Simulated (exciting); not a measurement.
# Core excitons at the O K edge of Li3ClO, part 2 of 3

Wanted: the near-edge spectrum and the bound core excitons at the O K edge of Li3ClO.

exciting sodium; X-ray absorption, core-level Bethe-Salpeter equation, exchange and statically screened direct term, Tamm-Dancoff, all-electron LAPW+lo LDA.

So far. Step 3 (A richer basis for the empty states): Against the first ground state the total energy moves by -5 meV an atom and the gap by -0.05 eV.

## 4. Screening, kernels and BSE for O atom 2

The absorber has 6 Li at 1.95 Å (octahedral, site symmetry m-3m).

File input.xml:

```
<input>
  <title>Li3ClO</title>
  <structure speciespath="." autormt="false" epslat="1.0e-5">
    <crystal>
      <basevect>7.3856865314 0.0000000000 0.0000000000</basevect>
      <basevect>0.0000000000 7.3856865314 0.0000000000</basevect>
      <basevect>0.0000000000 0.0000000000 7.3856865314</basevect>
    </crystal>
    <species speciesfile="Cl.xml" rmt="2.300">
      <atom coord="0.0000000000 0.0000000000 0.0000000000"/>
    </species>
    <species speciesfile="O.xml" rmt="1.678">
      <atom coord="0.5000000000 0.5000000000 0.5000000000"/>
    </species>
    <species speciesfile="Li.xml" rmt="1.904">
      <atom coord="0.5000000000 0.5000000000 0.0000000000"/>
      <atom coord="0.5000000000 0.0000000000 0.5000000000"/>
      <atom coord="0.0000000000 0.5000000000 0.5000000000"/>
    </species>
  </structure>
  <groundstate do="skip" xctype="LDA_PW" ngridk="4 4 4" rgkmax="7" gmaxvr="14" nempty="8" swidth="0.001" maxscl="100" epsengy="1e-5"/>
  <xs xstype="BSE" ngridk="4 4 4" ngridq="4 4 4" vkloff="0.097 0.273 0.493" rgkmax="7" nempty="26" gqmax="3" lmaxapwwf="5" lmaxemat="2" broad="0.01654" tevout="true">
    <energywindow intv="18.056 19.673" points="439"/>
    <screening screentype="full" nempty="46"/>
    <BSE xas="true" xasspecies="2" xasatom="1" xasedge="K" bsetype="singlet" nstlxas="1 22"/>
    <qpointset>
      <qpoint>0 0 0</qpoint>
    </qpointset>
    <plan>
      <doonly task="xsgeneigvec"/>
      <doonly task="writepmatxs"/>
      <doonly task="scrgeneigvec"/>
      <doonly task="scrwritepmat"/>
      <doonly task="screen"/>
      <doonly task="scrcoulint"/>
      <doonly task="exccoulint"/>
    </plan>
  </xs>
</input>
```

File input.xml for the last start (plan only):

```
  <plan>
    <doonly task="bse"/>
  </plan>
```

Command:

```console
OMP_NUM_THREADS=1 mpirun -n 4 exciting
OMP_NUM_THREADS=4 exciting
```

Numbers of over 12 decimals in the logs are rounded to 6 here.

Output:

```text
| EXCITING SODIUM started for task xsgeneigvec ( 301)                          =
One-shot GS runs for BSE calculations
One-shot GS runs for k+qmt/2 grids
Info(xsgeneigvec): Generating eigenvectors for Q-point      1
Info(xsgeneigvec): Generation of eigenvectors finished
| EXCITING SODIUM started for task writepmatxs ( 320)                          =
Info(writepmatxs): Momentum matrix elements finished
| EXCITING SODIUM started for task scrgeneigvec ( 401)                         =
One-shot GS runs for BSE calculations
One-shot GS runs for k+qmt/2 grids
Info(xsgeneigvec): Generating eigenvectors for Q-point      1
Using screening GS parameters.
Info(xsgeneigvec): Generation of eigenvectors finished
| EXCITING SODIUM started for task scrwritepmat ( 420)                         =
Info(writepmatxs): Momentum matrix elements finished
Info(scrwritepmat): Momentum matrix elements for screening finished
| EXCITING SODIUM started for task screen ( 430)                               =
Info(screenlauncher): Calculating screening for unshifted q-grid.
Info(screenlauncher): Number of q points:      10
Info(screenlauncher): lowest (partially)  unoccupied state:     12
Info(screenlauncher): highest (partially) occupied state  :     11
Info(screenlauncher): number of occupied states considered:   11
Info(screenlauncher): number of unoccupied states considered:   47
Info(screenlauncher): Starting loop over q-points
Info(screenlauncher): Screening for unshifted q-grid finished
Info(screenlauncher): Screening finished
| EXCITING SODIUM started for task scrcoulint ( 440)                           =
Info(scrcoulintlauncher): Setting up screened Coulomb interaction matrix W.
Info(scrcoulintlauncher): Using momentum transfer vectors from list :   1 to  1
Info(scrcoulintlauncher): Calculating screened Coulomb interaction matrix W
Info(scrcoulintlauncher): Momentum transfer list index: iqmt=  1
Info(scrcoulintlauncher): Momentum transfer: vqmtl=   0.000   0.000   0.000
Info(scrcoulintlauncher): Calculating RR block of W
Info(scrcoulint): Inspecting occupations...
Info(setranges_modxs): Number of non-reduced k-points:       64
Info(setranges_modxs): Number of states considered:       38
Info(setranges_modxs): Number of (partially) occupied states:        2
Info(setranges_modxs): Highest (partially) occupied states:       11
Info(setranges_modxs): Number of (partially) unoccupied states:       27
Info(setranges_modxs): Lowest (partially) unoccupied states:       12
Info(scrcoulint): Selecting transitions...
Info(select_transitions): Inspecting transitions in the  band interval:
  lowest occupied state:   1
  highest occupied state:   2
  lowest unoccupied state:  12
  highest unoccupied state:  33
  Opening gap with a scissor of:      0.000/H      0.000/eV
Info(select_transitions): Number of participating transitions:    2816
Info(scrcoulint): Size of file SCCLI will be about     0.060005 GB
Info(scrcoulint): Using q-grid
Info(scrcoulint): Number of reduced q-points:     10
Info(scrcoulint): Number of non-reduced q-points:     64
Info(scrcoulint): Calculating W(G1,G2,qr) fourier coefficients
Info(scrcoulint): Calculating W matrix elements
Info(scrcoulintlauncher): Screened coulomb interaction finished for iqmt=   1
| EXCITING SODIUM started for task exccoulint ( 441)                           =
Info(exccoulintlauncher): Setting up exchange interaction matrix V.
Info(exccoulintlauncher): Using momentum transfer vectors from list :   1 to  1
Info(exccoulintlauncher):Calculating exchange interaction matrix V
Info(exccoulintlauncher): Momentum transfer list index: iqmt=  1
Info(exccoulintlauncher): Momentum transfer: vqmtl=   0.000   0.000   0.000
Info(exccoulintlauncher): Calculating RR block of V
Info(exccoulint): Inspecting occupations...
Info(setranges_modxs): Number of non-reduced k-points:       64
Info(setranges_modxs): Number of states considered:       38
Info(setranges_modxs): Number of (partially) occupied states:        2
Info(setranges_modxs): Highest (partially) occupied states:       11
Info(setranges_modxs): Number of (partially) unoccupied states:       27
Info(setranges_modxs): Lowest (partially) unoccupied states:       12
Info(exccoulint): Selecting transitions...
Info(select_transitions): Inspecting transitions in the  band interval:
  lowest occupied state:   1
  highest occupied state:   2
  lowest unoccupied state:  12
  highest unoccupied state:  33
  Opening gap with a scissor of:      0.000/H      0.000/eV
Info(select_transitions): Number of participating transitions:    2816
Info(exccoulint): Size of file EXCLI will be about     0.060005 GB
Info(exccoulint): Generating plane wave matrix elements for momentum transfer iqmt=   1
  Timing (in seconds)	   :     362.664
Info(exccoulint): Generating V matrix elements
Info(exccoulint): Zeroing Coulomb potential at G+qmt index:  1
Info(exccoulintlauncher): Exchange interaction finished for iqmt=   1
| EXCITING SODIUM started for task bse ( 445)                                  =
Info(bselauncher): Init time:    0.839226
Info(bselauncher): Setting up and diagonalizing BSE Hamiltonian.
Info(bselauncher): Using momentum transfer vectors from list :   1 to  1
Info(bselauncher): Distributing qmt-points over   1 processes.
Info(bselauncher): BSE type: singlet
Info(bselauncher): Momentum transfer list index: iqmt=  1
Info(bselauncher): Momentum transfer: vqmtl=   0.000   0.000   0.000
Info(bse): Inspecting occupations...
Info(setranges_modxs): Number of non-reduced k-points:       64
Info(setranges_modxs): Number of states considered:       38
Info(setranges_modxs): Number of (partially) occupied states:        2
Info(setranges_modxs): Highest (partially) occupied states:       11
Info(setranges_modxs): Number of (partially) unoccupied states:       27
Info(setranges_modxs): Lowest (partially) unoccupied states:       12
Info(select_transitions): Inspecting transitions in the  band interval:
  lowest occupied state:   1
  highest occupied state:   2
  lowest unoccupied state:  12
  highest unoccupied state:  33
  Opening gap with a scissor of:      0.000/H      0.000/eV
Info(select_transitions): Number of participating transitions:    2816
Info(bse): Selecting transitions...
Info(bse):bsegap (eV):   503.623790
Info(bse): Assembling BSE matrix
  RR/RA blocks of global BSE-Hamiltonian:
  Size of the Hamiltonian:    2816
  Number of k-points:      64
  Distributing matrix to   1 processes
  Local matrix shape   2816 x  2816
Info(bse): max local RAM needed for BSE matrices ~     0.118164 GB
Info(setup_bse_block): Setting up RR part of hamiltonian
Info(setup_bse_block): Singlet spin state
Info(bse): Diagonalizing RR Hamiltonian (TDA)
Info(bse): Invoking Lapack routine ZHEEVR
      2816 eigen solutions found in the interval:
         i1=       1 i2=    2816
Info(bse): Writing excition energies and oscillator strengths to text file.
Info(makespectrum_dist): Making spectrum using formula for coupling with time reversed AR basis.
Info(makespectrum_dist): Using formalism for vanishing momentum transfer.
Info(writederived): Writing quantities derived from the macroscopic dielectric function.
Info(bselauncher): Spectrum finished for iqmt=  1
Info(bselauncher): All done for BSE type singlet
```

It took 14 min on 4 MPI ranks of Intel Xeon at 2.70GHz, shared host.

Wall time by task: xsgeneigvec 9 s, writepmatxs 9.7 s, scrgeneigvec 11 s, scrwritepmat 7.3 s, screen 1.8 min, scrcoulint 4.9 min, exccoulint 6.1 min, bse 33 s.

The O K spectrum of O atom 2 (energy from the Kohn–Sham onset, core level to the lowest empty state found on the meshes used, 503.32 eV; the ground-state mesh sets it, and the shifted mesh has its lowest transition 0.30 eV above it; Im ε scaled to the maximum of the singlet run; cut below the end of the band set):

| E (eV) | Im ε |
| --- | --- |
| -4.5 | 0.02 |
| -4.0 | 0.03 |
| -3.5 | 0.03 |
| -3.0 | 0.05 |
| -2.5 | 0.06 |
| -2.0 | 0.10 |
| -1.5 | 0.18 |
| -1.0 | 0.42 |
| -0.5 | 0.93 |
| 0.0 | 0.72 |
| 0.5 | 0.50 |
| 1.0 | 0.56 |
| 1.5 | 0.95 |
| 2.0 | 0.87 |
| 2.5 | 0.58 |
| 3.0 | 0.38 |
| 3.5 | 0.26 |
| 4.0 | 0.18 |
| 4.5 | 0.15 |
| 5.0 | 0.14 |
| 5.5 | 0.17 |
| 6.0 | 0.23 |
| 6.5 | 0.23 |
| 7.0 | 0.24 |
| 7.5 | 0.26 |
| 8.0 | 0.28 |
| 8.5 | 0.33 |
| 9.0 | 0.38 |
| 9.5 | 0.48 |
| 10.0 | 0.46 |
| 10.5 | 0.37 |
| 11.0 | 0.30 |
| 11.5 | 0.25 |
| 12.0 | 0.24 |
| 12.5 | 0.25 |
| 13.0 | 0.22 |
| 13.5 | 0.15 |
| 14.0 | 0.13 |
| 14.5 | 0.13 |
| 15.0 | 0.12 |
| 15.5 | 0.10 |

Maxima (height): -0.5 eV (0.95), 1.6 eV (1.00) and 9.7 eV (0.49).

The Hamiltonian has 2816 rows. The lowest groups of eigenvalues and the brightest ones, on the scale above (the program counts from the shifted mesh's onset, 0.30 eV higher). Core spinors bring spin-forbidden partners, so dark means forbidden by spin or by symmetry, and the shifted mesh splits states that symmetry would keep together:

| energy (eV) | states within 10 meV | relative strength |
| --- | --- | --- |
| -0.992 | 2 | 7.1e-4 |
| -0.702 | 2 | 0.0028 |
| -0.621 | 2 | 6.4e-4 |
| -0.555 | 1 | dark |
| -0.540 | 2 | 0.92 |
| -0.520 | 1 | 0.84 |
| -0.454 | 1 | 1.00 |
| -0.186 | 2 | 0.25 |
| 1.492 | 4 | 0.51 |
| 1.719 | 3 | 0.26 |
| 1.744 | 4 | 0.30 |

## 5. Independent particles

Edit input.xml of step 4 so:

```diff
@@ -24,3 +24,3 @@
     <screening screentype="full" nempty="46"/>
-    <BSE xas="true" xasspecies="2" xasatom="1" xasedge="K" bsetype="singlet" nstlxas="1 22"/>
+    <BSE xas="true" xasspecies="2" xasatom="1" xasedge="K" bsetype="IP" nstlxas="1 22"/>
     <qpointset>
@@ -29,9 +29,3 @@
     <plan>
-      <doonly task="xsgeneigvec"/>
-      <doonly task="writepmatxs"/>
-      <doonly task="scrgeneigvec"/>
-      <doonly task="scrwritepmat"/>
-      <doonly task="screen"/>
-      <doonly task="scrcoulint"/>
-      <doonly task="exccoulint"/>
+      <doonly task="bse"/>
     </plan>
```

Command:

```console
OMP_NUM_THREADS=4 exciting
```

Output:

```text
| EXCITING SODIUM started for task bse ( 445)                                  =
Info(bselauncher): Init time:    0.535710
Info(bselauncher): Setting up and diagonalizing BSE Hamiltonian.
Info(bselauncher): Using momentum transfer vectors from list :   1 to  1
Info(bselauncher): Distributing qmt-points over   1 processes.
Info(bselauncher): BSE type: IP
Info(bselauncher): Momentum transfer list index: iqmt=  1
Info(bselauncher): Momentum transfer: vqmtl=   0.000   0.000   0.000
Info(bse): Inspecting occupations...
Info(setranges_modxs): Number of non-reduced k-points:       64
[...]
highest unoccupied state:  33
  Opening gap with a scissor of:      0.000/H      0.000/eV
Info(select_transitions): Number of participating transitions:    2816
Info(bse): Selecting transitions...
Info(bse):bsegap (eV):   503.623790
Info(bse): IP requested, nothing much to do
Info(bse): Writing excition energies and oscillator strengths to text file.
Info(makespectrum_dist): Making spectrum using formula for coupling with time reversed AR basis.
Info(makespectrum_dist): Using formalism for vanishing momentum transfer.
Info(writederived): Writing quantities derived from the macroscopic dielectric function.
Info(bselauncher): Spectrum finished for iqmt=  1
Info(bselauncher): All done for BSE type IP
```

Elapsed: 3 s, on 4 threads.

Maxima (height): 1.3 eV (0.25), 4.5 eV (0.80), 7.3 eV (0.29), 12.0 eV (0.51) and 14.1 eV (0.59). Against the singlet run the r.m.s. difference is 88 %. Moving the earlier curve by +2.9 eV leaves 46 %. The highest maximum lies at 4.5 eV (0.80), against 1.6 eV (1.00).

## 6. Exchange alone

Edit input.xml of step 5 so:

```diff
@@ -24,3 +24,3 @@
     <screening screentype="full" nempty="46"/>
-    <BSE xas="true" xasspecies="2" xasatom="1" xasedge="K" bsetype="IP" nstlxas="1 22"/>
+    <BSE xas="true" xasspecies="2" xasatom="1" xasedge="K" bsetype="RPA" nstlxas="1 22"/>
     <qpointset>
```

Command:

```console
OMP_NUM_THREADS=4 exciting
```

Output:

```text
| EXCITING SODIUM started for task bse ( 445)                                  =
Info(bselauncher): Init time:    0.753634
Info(bselauncher): Setting up and diagonalizing BSE Hamiltonian.
Info(bselauncher): Using momentum transfer vectors from list :   1 to  1
Info(bselauncher): Distributing qmt-points over   1 processes.
Info(bselauncher): BSE type: RPA
Info(bselauncher): Momentum transfer list index: iqmt=  1
Info(bselauncher): Momentum transfer: vqmtl=   0.000   0.000   0.000
Info(bse): Inspecting occupations...
Info(setranges_modxs): Number of non-reduced k-points:       64
[...]
Info(setup_bse_block): Setting up RR part of hamiltonian
Info(setup_bse_block): Using RPA approximation
Info(bse): Diagonalizing RR Hamiltonian (TDA)
Info(bse): Invoking Lapack routine ZHEEVR
      2816 eigen solutions found in the interval:
         i1=       1 i2=    2816
Info(bse): Writing excition energies and oscillator strengths to text file.
Info(makespectrum_dist): Making spectrum using formula for coupling with time reversed AR basis.
Info(makespectrum_dist): Using formalism for vanishing momentum transfer.
Info(writederived): Writing quantities derived from the macroscopic dielectric function.
Info(bselauncher): Spectrum finished for iqmt=  1
Info(bselauncher): All done for BSE type RPA
```

It took 30 s on 4 threads.

Maxima (height): 1.3 eV (0.24), 4.5 eV (0.78), 7.3 eV (0.29), 12.1 eV (0.50) and 14.2 eV (0.60). Against the independent-particle run the r.m.s. difference is 3 %.

## 7. Another input

In this try the input is made faulty on purpose, to show what that does.

Edit input.xml of step 6 so:

```diff
@@ -21,6 +21,6 @@
   <groundstate do="skip" xctype="LDA_PW" ngridk="4 4 4" rgkmax="7" gmaxvr="14" nempty="8" swidth="0.001" maxscl="100" epsengy="1e-5"/>
-  <xs xstype="BSE" ngridk="4 4 4" ngridq="4 4 4" vkloff="0.097 0.273 0.493" rgkmax="7" nempty="26" gqmax="3" lmaxapwwf="5" lmaxemat="2" broad="0.01654" tevout="true">
+  <xs xstype="BSE" ngridk="4 4 4" ngridq="4 4 4" vkloff="0.097 0.273 0.493" rgkmax="7" nempty="26" gqmax="0.6" lmaxapwwf="5" lmaxemat="2" broad="0.01654" tevout="true">
     <energywindow intv="18.056 19.673" points="439"/>
     <screening screentype="full" nempty="46"/>
-    <BSE xas="true" xasspecies="2" xasatom="1" xasedge="K" bsetype="RPA" nstlxas="1 22"/>
+    <BSE xas="true" xasspecies="2" xasatom="1" xasedge="K" bsetype="singlet" nstlxas="1 22"/>
     <qpointset>
@@ -29,3 +29,6 @@
     <plan>
-      <doonly task="bse"/>
+      <doonly task="xsgeneigvec"/>
+      <doonly task="screen"/>
+      <doonly task="scrcoulint"/>
+      <doonly task="exccoulint"/>
     </plan>
```

Command:

```console
OMP_NUM_THREADS=1 mpirun -n 4 exciting
```

Output:

```text
| EXCITING SODIUM started for task xsgeneigvec ( 301)                          =
One-shot GS runs for BSE calculations
One-shot GS runs for k+qmt/2 grids
Info(xsgeneigvec): Generating eigenvectors for Q-point      1
Info(xsgeneigvec): Generation of eigenvectors finished
| EXCITING SODIUM started for task screen ( 430)                               =
Info(screenlauncher): Calculating screening for unshifted q-grid.
Info(screenlauncher): Number of q points:      10
Info(screenlauncher): lowest (partially)  unoccupied state:     12
Info(screenlauncher): highest (partially) occupied state  :     11
Info(screenlauncher): number of occupied states considered:   11
Info(screenlauncher): number of unoccupied states considered:   47
Info(screenlauncher): Starting loop over q-points
Program received signal SIGSEGV: Segmentation fault - invalid memory reference.
signal 11 (Segmentation fault).
```

Wall time 14 s (4 MPI ranks).

The run ended with an error.

What this input changed: cutoff of the kernels (bohr⁻¹) from 3 to 0.6.

(Continued in part 3 of 3.)

[Banner, clock and machine lines of the logs are left out without a mark of their own.]

[Logs are printed without paths, hosts, clocks, repeated set-up lines and the standing remarks that a program may print on its own settings, such as how far it seeks lower states.]

[Hosts, paths, dates, database ids (printed as entryN), source tags and the programs' standing remarks are cut or masked in the printed files.]
